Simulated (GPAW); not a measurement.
# Work function of V2CO2 MXene monolayer at several levels

Wanted: work functions and dipole of V2CO2 MXene monolayer, with the cost of each level.

Main program and level: GPAW 26.7.0; GPAW, PAW setups; layer in a repeated cell with vacuum, relaxation of atoms and in-plane cell, in the first sound run; inputs show where later runs differ.

This is a report of a sequence of runs, with most program output left out.

## (1) Starting point

The cell holds 5 atoms: 2 O, 2 V and 1 C. Cell: a = 3.012 Å, b = 3.012 Å, c = 18.498 Å, α = 90.0°, β = 90.0°, γ = 120.0°. Vacuum lies along c.

## (2) Relaxation

The atoms are relaxed first, since the surface dipole, and with it the work function, follows the positions of the outer layers.

File run.py:

```python
import json
import numpy as np
from ase import Atoms
from ase.filters import FrechetCellFilter
from ase.optimize import BFGS
from gpaw import GPAW, PW

slab = Atoms(
    ['O', 'V', 'C', 'V', 'O'],
    positions=[
        [-0.00000, 1.73907, 7.00000],
        [1.50608, 0.86953, 8.06067],
        [0.00000, 0.00000, 9.24918],
        [-0.00000, 1.73907, 10.43770],
        [1.50608, 0.86953, 11.49837]],
    cell=[[3.01215, 0.0, 0.0], [-1.50608, 2.6086, 0.0], [0.0, 0.0, 18.4984]],
    pbc=[True, True, True],
    magmoms=[0.0, 2.0, 0.0, 2.0, 0.0])

slab.calc = GPAW(mode=PW(600), xc='PBE', kpts={'size': (12, 12, 1), 'gamma': True},
                 occupations={'name': 'fermi-dirac', 'width': 0.05}, nbands='160%',
                 convergence={'density': 1e-05}, maxiter=200,
                 symmetry={'tolerance': 1e-3}, txt='slab.txt')
result = {}
# The in-plane cell is free; stress needs a cell that repeats along all three vectors
path = []
opt = BFGS(FrechetCellFilter(slab, mask=[1, 1, 0, 0, 0, 1]), maxstep=0.2)
opt.attach(lambda: path.append((slab.get_potential_energy(), slab.positions.tolist(), slab.get_forces().tolist())))
result['relaxed'] = bool(opt.run(fmax=0.02, steps=45))
result['path'] = path
result['cell'] = slab.cell.tolist()
print('in-plane lattice', slab.cell.cellpar().round(4)[[0, 1, 5]])
energy = slab.get_potential_energy()
fermi = slab.calc.get_fermi_level()
v = slab.calc.get_electrostatic_potential().mean((0, 1)) - fermi
n = slab.calc.get_pseudo_density().mean((0, 1))
L = slab.cell[2, 2]
z = np.arange(len(v)) * L / len(v)
low, high = slab.positions[:, 2].min(), slab.positions[:, 2].max()
below, above = np.interp([low - 4.8, high + 4.8], z, v)
slopes = [np.interp(x, z, np.gradient(v, z)) for x in (low - 4.8, high + 4.8)]
eps = np.array([[slab.calc.get_eigenvalues(k, s) for k in range(len(slab.calc.get_ibz_k_points()))]
                for s in range(slab.calc.get_number_of_spins())]) - fermi
top, bottom = eps[eps < 0].max(), eps[eps > 0].min()
dipole = slab.get_dipole_moment()[2]
print(f'energy {energy:.4f} eV, Fermi level {fermi:.4f} eV, dipole {dipole:.5f} e A')
print(f'potential 4.8 A off the faces, from the Fermi level: lower {below:.4f} eV, upper {above:.4f} eV')
print(f'slope of the potential there: lower {slopes[0]:.5f}, upper {slopes[1]:.5f} eV/A')
print(f'nearest levels on the mesh: {top:.4f} and {bottom:.4f} eV')
print('magnetic moment', round(slab.get_magnetic_moment(), 3))
result.update(energy=energy, fermi=fermi, dipole=dipole, below=below, above=above, slopes=slopes, edges=[top, bottom],
              z=z.tolist(), v=v.tolist(), n=n.tolist(), positions=slab.positions.tolist(),
              forces=slab.get_forces(apply_constraint=False).tolist(), moments=slab.get_magnetic_moments().tolist())
json.dump(result, open('result.json', 'w'))
```

On the command line:

```sh
OMP_NUM_THREADS=1 OPENBLAS_NUM_THREADS=1 python run.py
```

Elapsed: 23 min, on 1 thread of Arm Neoverse V2, shared host; peak memory 0.48 GiB.

This step gave:

* dipole along the normal: -4.18e-4 e·Å
* levels nearest the Fermi level on the mesh: -0.1022, 0.02257 eV from the Fermi level
* sum of the site moments: 0 μB

The electrostatic potential energy of an electron (without an applied field's), less the Fermi level, planar mean oscillates, so the rows of the table below give means over windows of 1.41 Å about each position, cut where the curve ends. Its maxima inside the range that stand out by 2 % of the span (Å: eV): 7.4: -9.55, 8.8: -8.26, 9.7: -8.26, 11.1: -9.55. Its minima: 7.0: -12.4, 8.0: -18.9, 9.2: -14.0, 10.5: -18.9, 11.5: -12.4.

Electrostatic potential energy of an electron (without an applied field's), less the Fermi level, planar mean against z; means over each step:

```
z (Å)  electrostatic potential energy of an electron (without an applied field's), less the Fermi level, planar mean (eV)
 0.70                                                                                                                6.65
 2.11                                                                                                                6.65
 3.52                                                                                                                6.65
 4.93                                                                                                                6.62
 6.34                                                                                                                1.35
 7.75                                                                                                               -14.1
 9.16                                                                                                               -10.4
10.57                                                                                                               -13.9
11.98                                                                                                              -0.843
13.39                                                                                                                6.60
14.80                                                                                                                6.66
16.21                                                                                                                6.66
17.62                                                                                                                6.65
```

Pseudo valence density, planar mean against z:

z (Å), pseudo valence density, planar mean (e/Å³) and a bar from the least value:
```
     0.00       0.00 
     0.53       0.00 
     1.06       0.00 
     1.41       0.00 
     1.94       0.00 
     2.47       0.00 
     2.99       0.00 
     3.52       0.00 
     3.88       0.00 
     4.40       0.00 
     4.93       0.00 
     5.46       0.01 
     5.99       0.05 #
     6.52       0.37 #####
     6.87       0.92 #############
     7.40       0.84 ############
     7.93       1.93 ############################
     8.46       0.99 ##############
     8.98       0.60 #########
     9.34       0.62 #########
     9.87       0.67 ##########
    10.39       2.06 ##############################
    10.92       0.92 #############
    11.45       1.05 ###############
    11.80       0.64 #########
    12.33       0.10 #
    12.86       0.01 
    13.39       0.00 
    13.92       0.00 
    14.45       0.00 
    14.80       0.00 
    15.33       0.00 
    15.86       0.00 
    16.38       0.00 
    16.91       0.00 
    17.27       0.00 
    17.79       0.00 
    18.32       0.00
```

The relaxation lowered the energy of the cell by 0.306 eV (energies extrapolated to zero smearing; the optimiser's log prints free energies). The largest force left on a free atom is 0.0024 eV/Å.

## (3) The slab's potential

The work function is the vacuum plateau of the electrostatic potential less the Fermi level; a dipole layer lets the two faces have plateaus of their own.

This step: GPAW, PAW setups; slab in vacuum (GPAW 26.7.0).

The cell differs from the one that the last finished run ended in (c 18.498 → 18.451 Å).

run.py: that of step 2 with these lines changed.

```diff
@@ -3,4 +3,2 @@
 from ase import Atoms
-from ase.filters import FrechetCellFilter
-from ase.optimize import BFGS
 from gpaw import GPAW, PW
@@ -10,24 +8,17 @@
     positions=[
-        [-0.00000, 1.73907, 7.00000],
-        [1.50608, 0.86953, 8.06067],
-        [0.00000, 0.00000, 9.24918],
-        [-0.00000, 1.73907, 10.43770],
-        [1.50608, 0.86953, 11.49837]],
-    cell=[[3.01215, 0.0, 0.0], [-1.50608, 2.6086, 0.0], [0.0, 0.0, 18.4984]],
-    pbc=[True, True, True],
+        [-0.00000, 1.66690, 7.00000],
+        [1.44358, 0.83345, 8.02998],
+        [-0.00000, 0.00000, 9.22533],
+        [-0.00000, 1.66690, 10.42070],
+        [1.44358, 0.83345, 11.45068]],
+    cell=[[2.88715, -0.0, 0.0], [-1.44358, 2.50035, 0.0], [0.0, 0.0, 18.4507]],
+    pbc=[True, True, False],
     magmoms=[0.0, 2.0, 0.0, 2.0, 0.0])
 
-slab.calc = GPAW(mode=PW(600), xc='PBE', kpts={'size': (12, 12, 1), 'gamma': True},
+slab.calc = GPAW(mode=PW(500), xc='PBE', kpts={'size': (12, 12, 1), 'gamma': True},
                  occupations={'name': 'fermi-dirac', 'width': 0.05}, nbands='160%',
                  convergence={'density': 1e-05}, maxiter=200,
+                 poissonsolver={'dipolelayer': 'xy'},
                  symmetry={'tolerance': 1e-3}, txt='slab.txt')
 result = {}
-# The in-plane cell is free; stress needs a cell that repeats along all three vectors
-path = []
-opt = BFGS(FrechetCellFilter(slab, mask=[1, 1, 0, 0, 0, 1]), maxstep=0.2)
-opt.attach(lambda: path.append((slab.get_potential_energy(), slab.positions.tolist(), slab.get_forces().tolist())))
-result['relaxed'] = bool(opt.run(fmax=0.02, steps=45))
-result['path'] = path
-result['cell'] = slab.cell.tolist()
-print('in-plane lattice', slab.cell.cellpar().round(4)[[0, 1, 5]])
 energy = slab.get_potential_energy()
```

Elapsed: 1.7 min, on 1 thread; peak memory 0.28 GiB.

This step gave:

```yaml
dipole_along_the_normal: -3.29e-4 e·Å
levels_nearest_the_fermi_level_on_the_mesh: -0.1032, 0.02197 eV from the Fermi level
upper_work_function: 6.650 eV
lower_work_function: 6.642 eV
```

The electrostatic potential energy of an electron (without an applied field's), less the Fermi level, planar mean oscillates, so the rows of the table below give means over windows of 1.35 Å about each position, cut where the curve ends. Its maxima inside the range that stand out by 2 % of the span (Å: eV): 7.4: -9.58, 8.7: -8.24, 9.7: -8.24, 11.1: -9.58. Its minima: 7.0: -12.4, 8.1: -18.9, 9.2: -14.0, 10.4: -18.9, 11.4: -12.4.

Electrostatic potential energy of an electron (without an applied field's), less the Fermi level, planar mean against z; means over each step:

```
z (Å)  electrostatic potential energy of an electron (without an applied field's), less the Fermi level, planar mean (eV)
 0.68                                                                                                                6.64
 2.03                                                                                                                6.64
 3.38                                                                                                                6.64
 4.73                                                                                                                6.62
 6.08                                                                                                                4.32
 7.43                                                                                                               -12.6
 8.78                                                                                                               -12.2
10.13                                                                                                               -13.6
11.48                                                                                                               -6.68
12.83                                                                                                                6.23
14.18                                                                                                                6.64
15.53                                                                                                                6.65
16.88                                                                                                                6.65
18.23                                                                                                                6.65
```

The pseudo valence density, planar mean by z:

```
z (Å)  pseudo valence density, planar mean (e/Å³)
 0.00                                           0
 0.58                                           0
 0.96                                           0
 1.54                                           0
 1.92                                           0
 2.50                                           0
 2.88                                           0
 3.46                                      7.8e-6
 4.04                                      4.0e-5
 4.42                                      1.5e-4
 5.00                                     0.00121
 5.38                                     0.00490
 5.96                                      0.0458
 6.34                                       0.208
 6.92                                       0.996
 7.50                                       0.863
 7.88                                        1.87
 8.46                                       0.929
 8.84                                       0.593
 9.42                                       0.611
 9.80                                       0.633
10.38                                        2.07
10.76                                        1.24
11.34                                        1.02
11.92                                       0.428
12.30                                      0.0988
12.88                                      0.0104
13.26                                     0.00240
13.84                                      3.0e-4
14.22                                      7.2e-5
14.80                                      9.8e-6
15.38                                      3.0e-6
15.76                                      2.1e-6
16.34                                           0
16.72                                           0
17.30                                           0
17.68                                           0
18.26                                           0
```

Force by atom:

```
atom  x (eV/Å)  y (eV/Å)  z (eV/Å)    size
  O1    0.0000    0.0000   -0.0813  0.0813
  V2    0.0000    0.0000    0.0241  0.0241
  C3    0.0000    0.0000    0.0000  0.0000
  V4    0.0000    0.0000   -0.0241  0.0241
  O5    0.0000    0.0000    0.0813  0.0813
```

The potential is flat to 2.4e-4 eV/Å where it is read, so the vacuum is wide enough.

## (4) Self-consistent run: xc = "RPBE"

The same geometry under RPBE, to see how far the functional moves the levels against the vacuum.

run.py: that of step 3 with these lines changed.

```diff
@@ -17,3 +17,3 @@
 
-slab.calc = GPAW(mode=PW(500), xc='PBE', kpts={'size': (12, 12, 1), 'gamma': True},
+slab.calc = GPAW(mode=PW(500), xc='RPBE', kpts={'size': (12, 12, 1), 'gamma': True},
                  occupations={'name': 'fermi-dirac', 'width': 0.05}, nbands='160%',
```

Wall time 1.7 min (1 thread); peak memory 0.27 GiB.

Numbers from this step:

```yaml
levels_nearest_the_fermi_level_on_the_mesh: -0.1016, 0.02262 eV from the Fermi level
upper_work_function: 6.501 eV
lower_work_function: 6.494 eV
```

The electrostatic potential energy of an electron (without an applied field's), less the Fermi level, planar mean oscillates, so the rows of the table below give means over windows of 1.35 Å about each position, cut where the curve ends. Its maxima inside the range that stand out by 2 % of the span (Å: eV): 7.4: -9.71, 8.7: -8.37, 9.7: -8.36, 11.1: -9.71. Its minima: 7.0: -12.5, 8.1: -19.0, 9.2: -14.1, 10.4: -19.0, 11.4: -12.5.

The electrostatic potential energy of an electron (without an applied field's), less the Fermi level, planar mean by z; means over each step:

```
z (Å)  electrostatic potential energy of an electron (without an applied field's), less the Fermi level, planar mean (eV)
 0.68                                                                                                                6.49
 2.03                                                                                                                6.49
 3.38                                                                                                                6.49
 4.73                                                                                                                6.48
 6.08                                                                                                                4.17
 7.43                                                                                                               -12.7
 8.78                                                                                                               -12.3
10.13                                                                                                               -13.7
11.48                                                                                                               -6.81
12.83                                                                                                                6.08
14.18                                                                                                                6.50
15.53                                                                                                                6.50
16.88                                                                                                                6.50
18.23                                                                                                                6.50
```

The pseudo valence density, planar mean oscillates, so the rows of the table below give means over windows of 0.96 Å about each position, cut where the curve ends. Its maxima inside the range that stand out by 2 % of the span (Å: e/Å³): 7.11: 1.02, 8.07: 2.07, 10.38: 2.07, 11.34: 1.02. Its minima: 7.50: 0.863, 8.84: 0.593, 10.96: 0.862.

The pseudo valence density, planar mean by z; means over each step:

```
z (Å)  pseudo valence density, planar mean (e/Å³)
 4.32                                      1.8e-4
 5.28                                     0.00590
 6.24                                       0.228
 7.20                                       0.946
 8.16                                        1.48
 9.12                                       0.611
10.08                                        1.27
11.04                                        1.10
12.00                                       0.411
12.96                                      0.0134
13.92                                      3.9e-4
14.88                                      1.5e-5
```

Force by atom:

```
atom  x (eV/Å)  y (eV/Å)  z (eV/Å)   size
  O1     0.000     0.000    -0.460  0.460
  V2     0.000     0.000     0.094  0.094
  C3     0.000     0.000     0.000  0.000
  V4     0.000     0.000    -0.094  0.094
  O5     0.000     0.000     0.460  0.460
```

The upper face's work function is 6.501 eV, against 6.650 eV in the first plane-wave PBE run at this geometry.

[end of part 1 of 2]

[Logs are printed without paths, hosts, clocks, repeated set-up lines and the standing remarks that a program may print on its own settings, such as how far it seeks lower states.]

[Hosts, paths, dates, database ids (printed as entryN), source tags and the programs' standing remarks are cut or masked in the printed files.]
